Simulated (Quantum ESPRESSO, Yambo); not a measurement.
# Quasiparticle gap of PtS2 (1T monolayer) in Yambo, part 2 of 3

How does a plane-wave GW calculation on PtS2 (1T monolayer) run from the first input to the gap?

Quantum ESPRESSO 7.5 and Yambo 5.3.0; PBE and many-body steps on it, plane waves. Known limits of the many-body steps: not at the basis limit; d states lean on the start.

So far. Step 3 (Ground state): The gap is indirect, with the least direct gap 0.11 eV higher.

## 4. Bands along the symmetry lines

Level of this step: DFT, PBE with spin-orbit coupling, plane waves, norm-conserving pseudopotentials (Quantum ESPRESSO).

Levels along a band path, at the cheap level, show where the edges lie and whether the meshes to come will hold them.

Contents of pw.in:

```
&control
  calculation = 'bands'
  prefix = 'x'
  outdir = 'o'
  pseudo_dir = 'pseudo'
/
&system
  ibrav = 0
  nat = 3
  ntyp = 2
  ecutwfc = 76.0
  nbnd = 42
  force_symmorphic = .true.
  noncolin = .true.
  lspinorb = .true.
/
&electrons
  conv_thr = 1e-9
  electron_maxstep = 80
  diago_full_acc = .true.
  diago_thr_init = 5e-6
/
ATOMIC_SPECIES
  Pt 195.08 Pt.upf
  S 32.06 S.upf
CELL_PARAMETERS angstrom
  3.5735305101 -0.0000000000 0.0000000000
  -1.7867652550 3.0947682029 0.0000000000
  0.0000000000 0.0000000000 15.0000000000
ATOMIC_POSITIONS crystal
  Pt 0.0000000000 0.0000000000 0.5000000000
  S 0.3333333333 0.6666666667 0.5818569087
  S 0.6666666667 0.3333333333 0.4181430913
K_POINTS crystal
  25
  0.00000000 0.00000000 0.00000000 1
  0.06250000 0.00000000 0.00000000 1
  0.12500000 0.00000000 0.00000000 1
  0.18750000 0.00000000 0.00000000 1
  0.25000000 0.00000000 0.00000000 1
  0.31250000 0.00000000 0.00000000 1
  0.37500000 0.00000000 0.00000000 1
  0.43750000 0.00000000 0.00000000 1
  0.50000000 0.00000000 0.00000000 1
  0.47916667 0.04166667 0.00000000 1
  0.45833333 0.08333333 0.00000000 1
  0.43750000 0.12500000 0.00000000 1
  0.41666666 0.16666666 0.00000000 1
  0.39583333 0.20833333 0.00000000 1
  0.37500000 0.25000000 0.00000000 1
  0.35416666 0.29166666 0.00000000 1
  0.33333333 0.33333333 0.00000000 1
  0.29166666 0.29166666 0.00000000 1
  0.25000000 0.25000000 0.00000000 1
  0.20833333 0.20833333 0.00000000 1
  0.16666666 0.16666666 0.00000000 1
  0.12500000 0.12500000 0.00000000 1
  0.08333333 0.08333333 0.00000000 1
  0.04166667 0.04166667 0.00000000 1
  0.00000000 0.00000000 0.00000000 1
```

On the command line:

```
$ OMP_NUM_THREADS=1 mpirun -n 8 pw.x -nk 8 -in pw.in > pw.out
```

Output:

```text
[banner, memory and clock lines left out]
Program PWSCF v.7.5 starts

     Atomic positions and unit cell read from directory:
     o/x.save/

     Message from routine setup:
     using ibrav=0 with symmetry is DISCOURAGED, use correct ibrav instead

     G-vector sticks info

     bravais-lattice index     =            0
     lattice parameter (alat)  =       6.7530  a.u.
     unit-cell volume          =    1119.4726 (a.u.)^3
     number of atoms/cell      =            3
     number of atomic types    =            2
     number of electrons       =        30.00
     number of Kohn-Sham states=           42
     kinetic-energy cutoff     =      76.0000  Ry
     charge density cutoff     =     304.0000  Ry
     Exchange-correlation= PBE
                           (   1   4   3   4   0   0   0)
     Non magnetic calculation with spin-orbit

     celldm(1)=   6.752994  celldm(2)=   0.000000  celldm(3)=   0.000000
     celldm(4)=   0.000000  celldm(5)=   0.000000  celldm(6)=   0.000000

     crystal axes: (cart. coord. in units of alat)
               a(1) = (   1.000000  -0.000000   0.000000 )
               a(2) = (  -0.500000   0.866025   0.000000 )
               a(3) = (   0.000000   0.000000   4.197530 )

     reciprocal axes: (cart. coord. in units 2 pi/alat)
               b(1) = (  1.000000  0.577350 -0.000000 )
               b(2) = (  0.000000  1.154701 -0.000000 )
               b(3) = ( -0.000000 -0.000000  0.238235 )
     Pseudo is Norm-conserving + core correction, Zval = 18.0
     Generated using ONCVPSP code by D. R. Hamann
     Using radial grid of 1374 points, 14 beta functions with:
     Pseudo is Norm-conserving + core correction, Zval =  6.0
     Generated using ONCVPSP code by D. R. Hamann
     Using radial grid of 1146 points, 10 beta functions with:
     Pt               18.00   195.08000     Pt( 1.00)
     S                 6.00    32.06000     S ( 1.00)

     12 Sym. Ops., with inversion, found

   Cartesian axes

     site n.     atom                  positions (alat units)
         1        Pt     tau(   1) = (   0.0000000   0.0000000   2.0987648  )
         2        S      tau(   2) = (  -0.0000000   0.5773503   2.4423616  )
         3        S      tau(   3) = (   0.5000000   0.2886751   1.7551680  )

     number of k points=    25
                       cart. coord. in units 2pi/alat
        k(    1) = (   0.0000000   0.0000000   0.0000000), wk =   0.0400000
        k(    2) = (   0.0625000   0.0360844   0.0000000), wk =   0.0400000
        k(    3) = (   0.1250000   0.0721688   0.0000000), wk =   0.0400000
[...]
[... 13 further rows ...]
        k(   24) = (   0.0416667   0.0721688   0.0000000), wk =   0.0400000
        k(   25) = (   0.0000000   0.0000000   0.0000000), wk =   0.0400000

     Dense  grid:   100255 G-vectors     FFT dimensions: (  40,  40, 160)

     The potential is recalculated from file :
     o/x.save/charge-density

     Starting wfcs are   36 randomized atomic wfcs +    6 random wfcs

     Band Structure Calculation

     End of band structure calculation

          k = 0.0000 0.0000 0.0000 ( 12619 PWs)   bands (ev):

   -99.2988 -99.2988 -64.5667 -64.5667 -49.6257 -49.6257 -49.5562 -49.5562
   -14.8846 -14.8846 -12.6587 -12.6587  -6.7123  -6.7123  -6.4190  -6.4190
    -6.0155  -6.0155  -3.8603  -3.8603  -3.6726  -3.6726  -1.6039  -1.6039
[...]
5.8108   5.8108

          k = 0.0625 0.0361 0.0000 ( 12589 PWs)   bands (ev):

[...]
5.9077   5.9077

          k = 0.1250 0.0722 0.0000 ( 12568 PWs)   bands (ev):

[...]
6.1811   6.1811

[...]
k = 0.0417 0.0722 0.0000 ( 12589 PWs)   bands (ev):

[...]
5.9392   5.9392

          k = 0.0000 0.0000 0.0000 ( 12619 PWs)   bands (ev):

[...]
-1.5722  -1.5722  -1.2961  -1.2961  -1.0842  -1.0842   2.1863   2.1863
     2.4535   2.4535   4.4819   4.4819   4.8911   4.8911   5.4352   5.4352
     5.8108   5.8108

     XML data file, pseudopotentials, collected wavefunctions
```

Wall time 29 s (8 MPI ranks of Arm Neoverse V2, shared host); peak memory 1.7 GiB.

Numbers from this step:

```
gap                        : 1.736 eV
k of the valence top       : 0.1667, 0.1667, 0
k of the conduction bottom : 0.25, 0, 0
least direct gap           : 1.848 eV
```

The gap is 1.736 eV, as in the run before at this level.

Electronic bands along the path, in eV, zero at the top of the highest filled band:

| point | band 27 | band 28 | band 29 | band 30 | band 31 | band 32 | band 33 | band 34 |
| --- | --- | --- | --- | --- | --- | --- | --- | --- |
| Γ | -0.48 | -0.48 | -0.27 | -0.27 | 3.01 | 3.01 | 3.27 | 3.27 |
| halfway | -0.37 | -0.37 | -0.11 | -0.11 | 1.74 | 1.74 | 2.72 | 2.72 |
| M | -1.49 | -1.49 | -1.42 | -1.42 | 2.70 | 2.70 | 2.98 | 2.98 |
| halfway | -1.16 | -1.16 | -0.76 | -0.76 | 2.23 | 2.23 | 2.59 | 2.59 |
| K | -0.85 | -0.85 | -0.67 | -0.67 | 2.07 | 2.07 | 2.16 | 2.16 |
| halfway | -0.57 | -0.57 | 0.00 | 0.00 | 2.03 | 2.03 | 2.14 | 2.14 |
| Γ | -0.48 | -0.48 | -0.27 | -0.27 | 3.01 | 3.01 | 3.27 | 3.27 |

## 5. Empty states on the mesh, 6×6×1 mesh, 124 bands

The sums over transitions need many empty states on a uniform mesh; this step solves for them.

Contents of pw.in:

```
&control
  calculation = 'nscf'
  prefix = 'x'
  outdir = 'o'
  pseudo_dir = 'pseudo'
/
&system
  ibrav = 0
  nat = 3
  ntyp = 2
  ecutwfc = 76.0
  nbnd = 124
  force_symmorphic = .true.
  noncolin = .true.
  lspinorb = .true.
/
&electrons
  conv_thr = 1e-9
  electron_maxstep = 80
  diago_full_acc = .true.
  diago_thr_init = 5e-6
/
ATOMIC_SPECIES
  Pt 195.08 Pt.upf
  S 32.06 S.upf
CELL_PARAMETERS angstrom
  3.5735305101 -0.0000000000 0.0000000000
  -1.7867652550 3.0947682029 0.0000000000
  0.0000000000 0.0000000000 15.0000000000
ATOMIC_POSITIONS crystal
  Pt 0.0000000000 0.0000000000 0.5000000000
  S 0.3333333333 0.6666666667 0.5818569087
  S 0.6666666667 0.3333333333 0.4181430913
K_POINTS automatic
  6 6 1 0 0 0
```

On the command line:

```
$ OMP_NUM_THREADS=1 mpirun -n 8 pw.x -nk 4 -in pw.in > pw.out
```

Output:

```text
[banner, memory and clock lines left out]
Program PWSCF v.7.5 starts

     Atomic positions and unit cell read from directory:
     o/x.save/

     Message from routine setup:
     using ibrav=0 with symmetry is DISCOURAGED, use correct ibrav instead

     bravais-lattice index     =            0
     lattice parameter (alat)  =       6.7530  a.u.
     unit-cell volume          =    1119.4726 (a.u.)^3
     number of atoms/cell      =            3
     number of atomic types    =            2
     number of electrons       =        30.00
     number of Kohn-Sham states=          124
     kinetic-energy cutoff     =      76.0000  Ry
     charge density cutoff     =     304.0000  Ry
     Exchange-correlation= PBE
                           (   1   4   3   4   0   0   0)
     Non magnetic calculation with spin-orbit

     celldm(1)=   6.752994  celldm(2)=   0.000000  celldm(3)=   0.000000
     celldm(4)=   0.000000  celldm(5)=   0.000000  celldm(6)=   0.000000

     crystal axes: (cart. coord. in units of alat)
               a(1) = (   1.000000  -0.000000   0.000000 )
               a(2) = (  -0.500000   0.866025   0.000000 )
               a(3) = (   0.000000   0.000000   4.197530 )

     reciprocal axes: (cart. coord. in units 2 pi/alat)
               b(1) = (  1.000000  0.577350 -0.000000 )
               b(2) = (  0.000000  1.154701 -0.000000 )
               b(3) = ( -0.000000 -0.000000  0.238235 )
     Pseudo is Norm-conserving + core correction, Zval = 18.0
     Generated using ONCVPSP code by D. R. Hamann
     Using radial grid of 1374 points, 14 beta functions with:
     Pseudo is Norm-conserving + core correction, Zval =  6.0
     Generated using ONCVPSP code by D. R. Hamann
     Using radial grid of 1146 points, 10 beta functions with:
     Pt               18.00   195.08000     Pt( 1.00)
     S                 6.00    32.06000     S ( 1.00)

     12 Sym. Ops., with inversion, found

   Cartesian axes

     site n.     atom                  positions (alat units)
         1        Pt     tau(   1) = (   0.0000000   0.0000000   2.0987648  )
         2        S      tau(   2) = (  -0.0000000   0.5773503   2.4423616  )
         3        S      tau(   3) = (   0.5000000   0.2886751   1.7551680  )

     number of k points=     7
                       cart. coord. in units 2pi/alat
        k(    1) = (   0.0000000   0.0000000   0.0000000), wk =   0.0277778
        k(    2) = (   0.0000000   0.1924501   0.0000000), wk =   0.1666667
        k(    3) = (   0.0000000   0.3849002   0.0000000), wk =   0.1666667
        k(    4) = (   0.0000000  -0.5773503   0.0000000), wk =   0.0833333
        k(    5) = (   0.1666667   0.2886751   0.0000000), wk =   0.1666667
        k(    6) = (   0.1666667   0.4811252   0.0000000), wk =   0.3333333
        k(    7) = (   0.3333333   0.5773503   0.0000000), wk =   0.0555556

     Dense  grid:   100255 G-vectors     FFT dimensions: (  40,  40, 160)

     The potential is recalculated from file :
     o/x.save/charge-density

     Starting wfcs are   36 randomized atomic wfcs +   88 random wfcs

     Band Structure Calculation

     End of band structure calculation

          k = 0.0000 0.0000 0.0000 ( 12619 PWs)   bands (ev):

   -99.2988 -99.2988 -64.5667 -64.5667 -49.6257 -49.6257 -49.5562 -49.5562
   -14.8846 -14.8846 -12.6587 -12.6587  -6.7123  -6.7123  -6.4190  -6.4190
    -6.0155  -6.0155  -3.8604  -3.8604  -3.6726  -3.6726  -1.6039  -1.6039
[...]
[... 4 further rows ...]
[...]
23.2471  23.2472  23.5350  23.5353

          k = 0.0000 0.1925 0.0000 ( 12560 PWs)   bands (ev):

[...]
[... 4 further rows ...]
[...]
24.1252  24.1252  25.0186  25.0200

          k = 0.0000 0.3849 0.0000 ( 12540 PWs)   bands (ev):

[...]
15.2105  15.2105  16.5043  16.5043  16.7543  16.7543  17.1767  17.1767
     [... 4 further rows ...]
    22.7634  22.7634  23.3371  23.3371  23.9132  23.9132  24.3827  24.3828
    24.5383  24.5383  24.9254  24.9254

          k = 0.0000-0.5774 0.0000 ( 12518 PWs)   bands (ev):

     [... further k-points ...]

     highest occupied, lowest unoccupied level (ev):    -0.8190    1.1683

     XML data file, pseudopotentials, collected wavefunctions
```

The job ended after 40 s (8 MPI ranks; peak memory 1.6 GiB; 5.3 min of CPU time).

This step gave:

```yaml
gap: 1.987 eV
k_of_the_valence_top: 0.1667, 0.1667, 0
k_of_the_conduction_bottom: 0, 0.1667, 0
least_direct_gap: 2.002 eV
k_points_computed: 7
lowest_point_of_the_top_converged_band_above_the_valence_top: 24.35 eV
```

On this mesh the gap is 1.987 eV. The earlier step found 1.736 eV, so this mesh misses an edge.

## 6. Conversion and set-up

This step: Yambo 5.3.0; conversion and set-up on PBE with spin-orbit coupling, plane waves, norm-conserving pseudopotentials.

The states are converted to the many-body program's format and the q mesh is built.

On the command line:

```
$ (cd o/x.save; p2y > p2y.log; mv SAVE ../..); yambo > setup.log
```

Output:

```text
 Yambo, version 5.3.0

 [02] CORE Variables Setup
 =========================

  [02.01] Unit cells
  ==================

  Cell kind             :  HCP
  Atoms in the cell     :  Pt  S
  number of Pt atoms    :  1
  number of S  atoms    :  2

  List of atomic masses
  Mass of Pt    :  195.0800
  Mass of S     :  32.06000

  List of atomic coordinates    : [cc]
  Pt1       :   0.00000   0.00000  14.17295  order 1
  S1       : -0.27466E-09   3.8988       16.493      order 2
  S2       :   3.37650   1.94942  11.85264  order 3

  Alat factors          :   6.75299   5.84826  28.34589 [a.u.]
  Direct lattice volume :   1119.47    [a.u.]
  Direct lattice vectors:  A[ 1 ]  A[ 2 ]  A[ 3 ]
   A[ 1 ]:  1.000000 -0.000000  0.000000  [iru]
   6.752994 -0.000000  0.000000  [cc]
   A[ 2 ]: -0.500000  1.000000  0.000000  [iru]
  -3.376497  5.848264  0.000000  [cc]
   A[ 3 ]:  0.000000  0.000000  1.000000  [iru]
    0.00000   0.00000  28.34589  [cc]

  Recip. lattice volume :  0.221578 [a.u.]
  Recip. lattice vectors:  B[ 1 ]  B[ 2 ]  B[ 3 ]
   B[ 1 ]:  1.000000  0.500000  0.000000  [iku]
   0.930430  0.537184 -0.000000  [cc]
   B[ 2 ]:  0.000000  1.000000  0.000000  [iku]
   0.000000  1.074368 -0.000000  [cc]
   B[ 3 ]:  0.000000  0.000000  1.000000  [iku]
  -0.000000 -0.000000  0.221661  [cc]

  [02.02] Symmetries
  ==================

  Inversion symmetry    : yes
  Spatial inversion     : yes
  Inversion index       :   7
  K-space Time-reversal : no
  Magnetic symmetries   : no
  Group table correct   : yes
  Symmetries units      :  [cc]

   [S  1]:   1.0000       0.0000       0.0000      0.77579E-16   1.0000       0.0000       0.0000       0.0000       1.0000
   [S  2]:   1.0000       0.0000       0.0000     -0.32312E-10  -1.0000       0.0000       0.0000       0.0000      -1.0000
   [S  3]: -0.500000  0.866025  0.000000 -0.866025 -0.500000  0.000000  0.000000  0.000000  1.000000
[...]
[S 11]:  0.500000  0.866025  0.000000  0.866025 -0.500000  0.000000  0.000000  0.000000  1.000000
   [S 12]:  0.500000 -0.866025  0.000000 -0.866025 -0.500000  0.000000  0.000000  0.000000  1.000000

  [02.03] Reciprocal space
  ========================

  nG shells         :   4653
  nG charge         :  100255
  nG WFs            :  15311
  nC WFs            :  12619
  G-vecs. in first 80 shells:  [ Number ]
     1    3    5    7    9   15   27   29   41
    53   55   67   79   81   93   95  101  113
   125  137  149  151  163  175  181  193  205
[...]
787   811   823   835   837   849   861   885
  ...
  Shell energy in first 80 shells:  [ mHa ]
[...]
4703.99      4728.93      4765.22      4815.10      4924.34      5194.20      5218.76      5243.71      5269.02
    5281.12      5292.46      5392.24      5415.30      5527.54      5587.26      5612.21      5808.37      5846.16
[...]
K/Q-points units:
  rlu = crystal or reduced units; cc = cartesian coordinates; iku = interal k-units

  K [1]          [rlu]:  0.000000  0.000000  0.000000
         WF components:  12619
  K [2]          [rlu]:  0.000000  0.166667  0.000000
         WF components:  12560
  K [3]          [rlu]:  0.000000  0.333333  0.000000
         WF components:  12540
  K [4]          [rlu]:  0.000000 -0.500000  0.000000
         WF components:  12518
  K [5]          [rlu]:  0.166667  0.166667  0.000000
         WF components:  12521
  K [6]          [rlu]:  0.166667  0.333333  0.000000
         WF components:  12506
  K [7]          [rlu]:  0.333333  0.333333  0.000000
         WF components:  12492

  [02.05] Energies & Occupations
  ==============================

  [X] === General ===
  [X] Electronic Temperature                        :  0.000000  0.000000 [eV K]
  [X] Bosonic    Temperature                        :  0.000000  0.000000 [eV K]
  [X] Finite Temperature mode                       : no
  [X] El. density                                   :  0.18084E+24 [cm-3]
  [X] Fermi Level                                   : -0.818963 [eV]

  [X] === Gaps and Widths ===
  [X] Conduction Band Min                           :  1.987234 [eV]
  [X] Valence Band Max                              :  0.000000 [eV]
  [X] Filled Bands                                  :  30
  [X] Empty Bands                                   :   31  124
  [X] Direct Gap                                    :  2.001877 [eV]
  [X] Direct Gap localized at k                     :  2
  [X] Indirect Gap                                  :  1.987234 [eV]
  [X] Indirect Gap between kpts                     :   5   2
  [X] Last valence band width                       :  1.422633 [eV]
  [X] 1st conduction band width                     :  1.018069 [eV]

  E @ K [1]:  [eV]
  -98.47981 -98.47981 -63.74769 -63.74769 -48.80673 -48.80673 -48.73719 -48.73719
[...]
occ @ K [1]
[...]
E @ K [2]:  [eV]
[...]
occ @ K [2]
[...]
E @ K [3]:  [eV]
[...]
occ @ K [3]
[...]
E @ K [4]:  [eV]
[...]
occ @ K [4]
[...]
E @ K [5]:  [eV]
[...]
occ @ K [5]
[...]
E @ K [6]:  [eV]
[...]
occ @ K [6]
[...]
E @ K [7]:  [eV]
[...]
occ @ K [7]
[...]
0.000000  0.000000  0.000000  0.000000  0.000000  0.000000  0.000000  0.000000
   0.000000  0.000000  0.000000  0.000000  0.000000  0.000000  0.000000  0.000000

 [03] Transferred momenta grid and indexing
 ==========================================

 IBZ Q-points                                      :   7
 BZ  Q-points                                      :   36

 K/Q-points units:
 rlu = crystal or reduced units; cc = cartesian coordinates; iku = interal k-units

 Q [1]          [rlu]:  0.000000  0.000000  0.000000
 Q [2]          [rlu]:  0.14930E-16  0.16667       0.0000
 Q [3]          [rlu]:  0.29860E-16  0.33333       0.0000
 Q [4]          [rlu]: -0.44790E-16 -0.50000       0.0000
 Q [5]          [rlu]:  0.166667  0.166667  0.000000
 Q [6]          [rlu]:  0.166667  0.333333  0.000000
 Q [7]          [rlu]:  0.333333  0.333333  0.000000

  [03.01] X indexes
  =================

   [03.01.01] Sigma indexes
   ========================

 [06] Game Over & Game summary
```

Run time: 3.4 s. Hardware: 1 MPI rank; peak memory 0.25 GiB.

[end of part 2 of 3]

[Paths, hosts, dates, memory and timing lines, banners, echoed tables and standing remarks are left out of the program output.]

[Logs are printed without paths, hosts, clocks, repeated set-up lines and the standing remarks that a program may print on its own settings, such as how far it seeks lower states.]

[Runs of the session that timed out or met a known fault of the program may be left out.]

[Hosts, paths, dates, database ids (printed as entryN), source tags and the programs' standing remarks are cut or masked in the printed files.]
